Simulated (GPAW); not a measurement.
**Quasiparticle gap of SrTiO3 (Pm-3m) in GPAW**

Aim: the G0W0 gap of SrTiO3 (Pm-3m) on PBE, step by step.

Method: PBE and many-body steps on it, plane waves, in GPAW 26.7.0.

**What was measured.**

- Gap 3.77 eV: direct gap (M0 critical point); spectroscopic ellipsometry, second-derivative fit; 300 K; bulk crystal (commercial single crystal) (“Optical probe of ferroelectric order in bulk and thin film perovskite titanates”, 2013, arxiv:1309.1245).

Most raw output is cut from this account.

**1. Starting point**

The structure is cubic, space group Pm-3m (No. 221). The conventional cell has a = 3.905 Å, b = 3.905 Å, c = 3.905 Å, α = 90.00°, β = 90.00°, γ = 90.00°. Nearest to Sr lie 12 O at 2.76 Å. Ti has 6 O at 1.95 Å nearest. O has 2 Ti at 1.95 Å and 4 Sr at 2.76 Å nearest. Farther neighbours and most contacts between anions are not listed.

The cell and positions come from the Crystallography Open Database and are kept as given unless a step says otherwise.

**2. Ground state**

This step: GPAW 26.7.0; DFT, PBE, plane waves, PAW.

The ground-state density comes first.

The input, run.py:

```python
import json
import numpy as np
from gpaw.mpi import world
from ase import Atoms
from gpaw import GPAW, PW, FermiDirac

atoms = Atoms(['Sr', 'Ti', 'O', 'O', 'O'],
    cell=[[3.9052800000, 0.0000000000, 0.0000000000],
      [0.0000000000, 3.9052800000, 0.0000000000],
      [0.0000000000, 0.0000000000, 3.9052800000]],
    scaled_positions=[[0.5000000000, 0.5000000000, 0.5000000000],
      [0.0000000000, 0.0000000000, 0.0000000000],
      [0.5000000000, 0.0000000000, 0.0000000000],
      [0.0000000000, 0.5000000000, 0.0000000000],
      [0.0000000000, 0.0000000000, 0.5000000000]],
    pbc=(True, True, True))
calc = GPAW(mode=PW(600),
    xc='PBE',
    kpts={'size': (6, 6, 6), 'gamma': True},
    occupations=FermiDirac(0.001),
    nbands=-8,
    convergence={'density': 1e-6, 'bands': -3},
    maxiter=100,
    txt='gs.txt')
atoms.calc = calc
res = {'energy': atoms.get_potential_energy()}
kpts = calc.get_ibz_k_points()
res['kpts'] = kpts
res['eigenvalues'] = [calc.get_eigenvalues(kpt=k) for k in range(len(kpts))]
res['n_electrons'] = calc.get_number_of_electrons()
calc.write('gs.gpw')

if world.rank == 0:
    with open('result.json', 'w') as f:
        json.dump(res, f, default=lambda x: x.tolist())
```

On the command line:

```bash
mpirun -n 4 gpaw python run.py
```

Elapsed: 8.4 s, on 4 MPI ranks of Arm Neoverse V2, shared host; peak memory 0.84 GiB; 33 s of CPU time.

Numbers from this step:

| Quantity | Value |
| --- | --- |
| total energy | -39.34 eV |
| gap | 1.901 eV |
| k of the valence top | 0.5, 0.5, 0.5 |
| k of the conduction bottom | 0, 0, 0 |
| least direct gap | 2.250 eV |

The gap is indirect, with the least direct gap 0.35 eV higher.

**3. Bands along the symmetry lines**

Levels along a band path, at the cheap level, show where the edges lie and whether the meshes to come will hold them.

The input, run.py:

```python
import json
import numpy as np
from gpaw.mpi import world
from gpaw import GPAW

path = [[0.000000, 0.000000, 0.000000],
    [0.000000, 0.062500, 0.000000],
    [0.000000, 0.125000, 0.000000],
    [0.000000, 0.187500, 0.000000],
    [0.000000, 0.250000, 0.000000],
    [0.000000, 0.312500, 0.000000],
    [0.000000, 0.375000, 0.000000],
    [0.000000, 0.437500, 0.000000],
    [0.000000, 0.500000, 0.000000],
    [0.062500, 0.500000, 0.000000],
    [0.125000, 0.500000, 0.000000],
    [0.187500, 0.500000, 0.000000],
    [0.250000, 0.500000, 0.000000],
    [0.312500, 0.500000, 0.000000],
    [0.375000, 0.500000, 0.000000],
    [0.437500, 0.500000, 0.000000],
    [0.500000, 0.500000, 0.000000],
    [0.437500, 0.437500, 0.000000],
    [0.375000, 0.375000, 0.000000],
    [0.312500, 0.312500, 0.000000],
    [0.250000, 0.250000, 0.000000],
    [0.187500, 0.187500, 0.000000],
    [0.125000, 0.125000, 0.000000],
    [0.062500, 0.062500, 0.000000],
    [0.000000, 0.000000, 0.000000],
    [0.062500, 0.062500, 0.062500],
    [0.125000, 0.125000, 0.125000],
    [0.187500, 0.187500, 0.187500],
    [0.250000, 0.250000, 0.250000],
    [0.312500, 0.312500, 0.312500],
    [0.375000, 0.375000, 0.375000],
    [0.437500, 0.437500, 0.437500],
    [0.500000, 0.500000, 0.500000],
    [0.437500, 0.500000, 0.437500],
    [0.375000, 0.500000, 0.375000],
    [0.312500, 0.500000, 0.312500],
    [0.250000, 0.500000, 0.250000],
    [0.187500, 0.500000, 0.187500],
    [0.125000, 0.500000, 0.125000],
    [0.062500, 0.500000, 0.062500],
    [0.000000, 0.500000, 0.000000],
    [0.500000, 0.500000, 0.500000],
    [0.500000, 0.500000, 0.437500],
    [0.500000, 0.500000, 0.375000],
    [0.500000, 0.500000, 0.312500],
    [0.500000, 0.500000, 0.250000],
    [0.500000, 0.500000, 0.187500],
    [0.500000, 0.500000, 0.125000],
    [0.500000, 0.500000, 0.062500],
    [0.500000, 0.500000, 0.000000]]
calc = GPAW('gs.gpw').fixed_density(kpts=path,
    symmetry='off',
    nbands=30,
    convergence={'bands': 26},
    txt='bands.txt')
res = {}
kpts = calc.get_ibz_k_points()
res['kpts'] = kpts
res['eigenvalues'] = [calc.get_eigenvalues(kpt=k) for k in range(len(kpts))]
res['n_electrons'] = calc.get_number_of_electrons()

if world.rank == 0:
    with open('result.json', 'w') as f:
        json.dump(res, f, default=lambda x: x.tolist())
```

On the command line:

```bash
mpirun -n 4 gpaw python run.py
```

The job ended after 11 s (4 MPI ranks; peak memory 0.92 GiB; 43 s of CPU time).

This step gave:

| Quantity | Value |
| --- | --- |
| gap | 1.901 eV |
| k of the valence top | 0.5, 0.5, 0.5 |
| k of the conduction bottom | 0, 0, 0 |
| least direct gap | 2.250 eV |

The gap is 1.901 eV, as in the run before at this level.

Electronic bands along the path, in eV, zero at the top of the highest filled band:

| point | band 17 | band 18 | band 19 | band 20 | band 21 | band 22 | band 23 | band 24 |
| --- | --- | --- | --- | --- | --- | --- | --- | --- |
| Γ | -1.17 | -0.35 | -0.35 | -0.35 | 1.90 | 1.90 | 1.90 | 4.36 |
| halfway | -1.66 | -1.60 | -0.59 | -0.59 | 1.98 | 2.96 | 2.96 | 4.37 |
| X | -2.34 | -1.96 | -0.72 | -0.72 | 2.06 | 3.82 | 3.82 | 4.37 |
| halfway | -1.87 | -1.46 | -1.31 | -0.64 | 3.02 | 3.83 | 3.95 | 5.11 |
| M | -1.71 | -1.56 | -1.56 | -0.08 | 3.83 | 3.83 | 4.29 | 5.34 |
| halfway | -1.69 | -1.36 | -1.05 | -0.73 | 2.91 | 3.06 | 3.33 | 4.99 |
| Γ | -1.17 | -0.35 | -0.35 | -0.35 | 1.90 | 1.90 | 1.90 | 4.36 |
| halfway | -2.78 | -0.92 | -0.92 | -0.62 | 3.39 | 3.44 | 3.44 | 6.52 |
| R | -3.72 | 0.00 | 0.00 | 0.00 | 4.51 | 4.51 | 4.51 | 6.99 |
| halfway | -2.71 | -0.94 | -0.80 | -0.52 | 3.52 | 4.02 | 4.04 | 6.48 |
| X | -2.34 | -1.96 | -0.72 | -0.72 | 2.06 | 3.82 | 3.82 | 4.37 |
| jump to R | -3.72 | 0.00 | 0.00 | 0.00 | 4.51 | 4.51 | 4.51 | 6.99 |
| halfway | -3.14 | -0.66 | -0.66 | -0.04 | 4.11 | 4.11 | 4.40 | 6.81 |
| M | -1.71 | -1.56 | -1.56 | -0.08 | 3.83 | 3.83 | 4.29 | 5.34 |

**4. Empty states on the mesh, 4×4×4 mesh, 89 bands**

The sums over transitions need many empty states on a uniform mesh; this step solves for them.

The input, run.py:

```python
import json
import numpy as np
from gpaw.mpi import world
from gpaw import GPAW

calc = GPAW('gs.gpw').fixed_density(kpts={'size': (4, 4, 4), 'gamma': True},
    nbands=103,
    convergence={'bands': 89},
    txt='nscf.txt')
calc.write('full.gpw', mode='all')
res = {}
kpts = calc.get_ibz_k_points()
res['kpts'] = kpts
res['eigenvalues'] = [calc.get_eigenvalues(kpt=k) for k in range(len(kpts))]
res['n_electrons'] = calc.get_number_of_electrons()

if world.rank == 0:
    with open('result.json', 'w') as f:
        json.dump(res, f, default=lambda x: x.tolist())
```

On the command line:

```bash
mpirun -n 4 gpaw python run.py
```

Wall time 13 s (4 MPI ranks); peak memory 0.83 GiB.

Numbers from this step:

- gap: 1.901 eV
- k of the valence top: 0.5, 0.5, 0.5
- k of the conduction bottom: 0, 0, 0
- least direct gap: 2.250 eV
- k points computed: 10
- lowest point of the top converged band, above the valence top: 52.0472 eV

On this mesh the gap is 1.901 eV.

**5. Screening and self-energy, 4×4×4 mesh, 79 bands, screening to 70 eV**

G0W0 replaces the xc potential by the self-energy, built once from these orbitals. Only a window of levels is corrected, while the sums run over the empty bands that the input names.

This step: G0W0 on PBE, plane waves, PAW.

The input, run.py:

```python
import json
import numpy as np
from gpaw.mpi import world
from gpaw.response.g0w0 import G0W0

gw = G0W0('full.gpw',
    filename='gw',
    kpts=[0, 9],
    bands=(18, 22),
    ecut=70,
    nbands=79,
    integrate_gamma='WS',
    ppa=True)
gw.calculate()
res = {mode: {k: v for k, v in r.items() if k != 'sigma_eskwn'}
       for mode, r in gw.all_results.items()}

if world.rank == 0:
    with open('result.json', 'w') as f:
        json.dump(res, f, default=lambda x: x.tolist())
```

On the command line:

```bash
mpirun -n 4 gpaw python run.py
```

Elapsed: 22 s, on 4 MPI ranks; peak memory 1.6 GiB; 89 s of CPU time.

This step gave:

```yaml
g0w0_gap_on_the_points_computed: 3.728 eV
least_direct_g0w0_gap_on_the_computed_points: 4.038 eV
z_at_the_valence_top: 0.7679
z_at_the_conduction_bottom: 0.7779
starting_gap_on_the_mesh: 1.901 eV
k_of_the_valence_top: 0.5, 0.5, 0.5
k_of_the_conduction_bottom: 0, 0, 0
```

The gap on the mesh goes from 1.90 eV to 3.73 eV, a correction of +1.83 eV.

Limits: finite bands, cutoff and mesh; no spin-orbit coupling; coarse k mesh. v1 is the top filled band, c1 the lowest empty one. The levels before and after the correction (eV, zero at the valence-band top of each column):

|  | conduction bottom | valence top |
| --- | --- | --- |
| Kohn-Sham | 1.90 | 0.00 |
| G0W0 | 3.73 | 0.00 |

|  | level | energy (eV) |
| --- | --- | --- |
| Kohn-Sham | Γ v2-v1 | -0.349 |
| Kohn-Sham | Γ c1-c2 | 1.901 |
| Kohn-Sham | (0.5 0.5 0.5) v2-v1 | 0.000 |
| Kohn-Sham | (0.5 0.5 0.5) c1-c2 | 4.506 |
| G0W0 | Γ v2-v1 | -0.310 |
| G0W0 | Γ c1-c2 | 3.728 |
| G0W0 | (0.5 0.5 0.5) v2-v1 | 0.000 |
| G0W0 | (0.5 0.5 0.5) c1-c2 | 6.608 |

**6. Where the time went**

Times are wall times on 4 MPI ranks of Arm Neoverse V2, shared host, good to a factor of about two.

| step | time | share | memory (GiB) |
| --- | --- | --- | --- |
| ground state | 8.4 s | 15 % | 0.84 |
| bands along the symmetry lines | 11 s | 20 % | 0.92 |
| empty states on the mesh | 13 s | 24 % | 0.83 |
| screening and self-energy | 22 s | 41 % | 1.6 |

**7. What came out**

```json
{"PBE gap": "1.90 eV, indirect", "G0W0 gap on the mesh": "3.73 eV", "GW settings": "4×4×4 mesh, 79 bands, screening to 70 eV, Godby-Needs plasmon pole", "known limits": "not at the basis limit; no spin-orbit coupling; coarse k mesh"}
```

What this shows: G0W0 moves the gap on the mesh from 1.90 eV to 3.73 eV (+1.83 eV), with Z of 0.77 and 0.78 at the edges. Only 2 of the mesh's irreducible points were corrected, so a valley elsewhere could overtake. The dearest step here is «screening and self-energy». Against experiment, by G0W0@PBE: the direct gap of 4.04 eV lies +0.27 eV from the measured 3.77 eV (direct, 300 K, 2013). An exciton line or allowed optical edge lies below the quasiparticle gap by the binding energy; a forbidden edge can push the onset above it. The calculation has static nuclei and no excitons; a measured gap holds zero-point and thermal motion, which mostly lowers it. Bands and cutoff are finite, so the gap is not at the basis limit. The miss can reach some tenths of an eV and take either sign; the mesh is an error of its own. These stock PAW sets were not made for GW. In the G0W0 run levels were corrected at 2 k points alone, so a gap called «on the mesh» is the least over those, and an edge elsewhere would be missed. The 4×4×4 mesh is coarse for this cell, which bears on the long-range parts of exchange and screening. This is the ideal cubic cell; many perovskites, halides above all, are cubic only on average, and local tilts or off-centring can widen the gap. The many-body steps are scalar-relativistic: spin-orbit coupling is not in them.

[Paths, hosts, dates, memory and timing lines, banners, echoed tables and standing remarks are left out of the program output.]

[Logs are printed without paths, hosts, clocks, repeated set-up lines and the standing remarks that a program may print on its own settings, such as how far it seeks lower states.]

[Runs of the session that timed out or met a known fault of the program may be left out.]

[Hosts, paths, dates, database ids (printed as entryN), source tags and the programs' standing remarks are cut or masked in the printed files.]
